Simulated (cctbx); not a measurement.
## Resonant diffraction in Lu2Ga9Ni3

Space group Cmcm (no. 63), a = 12.7730 Å, b = 7.4400 Å, c = 9.1990 Å, α = 90.00°, β = 90.00°, γ = 90.00°.

```csv
atom,mult.,x,y,z,Ueq (Å²)
Lu1,8,0.8318,0.1622,1/4,0.0221
Ga1,8,0.6089,0.0548,1/4,0.0268
Ga2,4,1/2,0.3670,1/4,0.0217
Ga3,8,1/2,0.8401,0.4399,0.0202
Ga4,16,0.8351,0.1590,0.5750,0.0293
Ni1,8,0.6773,0,1/2,0.0286
Ni2,4,0,0,1/2,0.0252
```

The model is made up (kin elements in a known structure type, no relaxation), so it says nothing on whether the phase exists.

Calculated with cctbx: free-atom f′ and f″ from the Sasaki tables, no fine structure; amplitudes in electrons.

```
E (eV)  F 3 1 1  F 0 0 2  F 2 0 2  F 1 1 1
  7733    208.9    115.9    107.1     47.3
  8083    205.7    120.7    105.8     46.0
  8213    204.3    127.0    105.6     45.3
  8273    203.6    134.0    105.7     45.0
  8303    203.2    141.8    106.1     44.8
  8318    203.0    150.0    106.5     44.8
  8325    202.9    157.4    107.0     44.7
  8329    202.8    165.5    107.6     44.7
  8337    202.7    165.8    107.3     44.7
  8341    202.7    156.2    106.6     44.6
  8348    202.6    147.7    106.0     44.6
  8363    202.4    138.3    105.2     44.5
  8393    201.9    128.6    104.3     44.3
  8483    200.6    114.7    102.6     43.7
  8733    195.7     95.3     98.8     41.6
```

**Question.** Which edge is crossed, and why do the reflections move as they do?

The K edge of Ni. The edge is at 8333 eV. f′ of Ni falls from -3.9 e at 8213 eV to -7.5 e at 4 eV below it, and f″ steps from 0.48 to 3.91 e across it. Over that approach |F| changes by -1 % (3 1 1), +30 % (0 0 2), +2 % (2 0 2) and -1 % (1 1 1): a reflection falls where Ni scatters in phase with the total and rises where it scatters against it; it hardly moves where the Ni term is small or cancels by symmetry. Above the edge the larger f″ enters the imaginary part, where it can add to or cancel the other atoms' f″. The structure is centrosymmetric, so Friedel mates stay equal.

[Logs are printed without paths, hosts, clocks, repeated set-up lines and the standing remarks that a program may print on its own settings, such as how far it seeks lower states.]
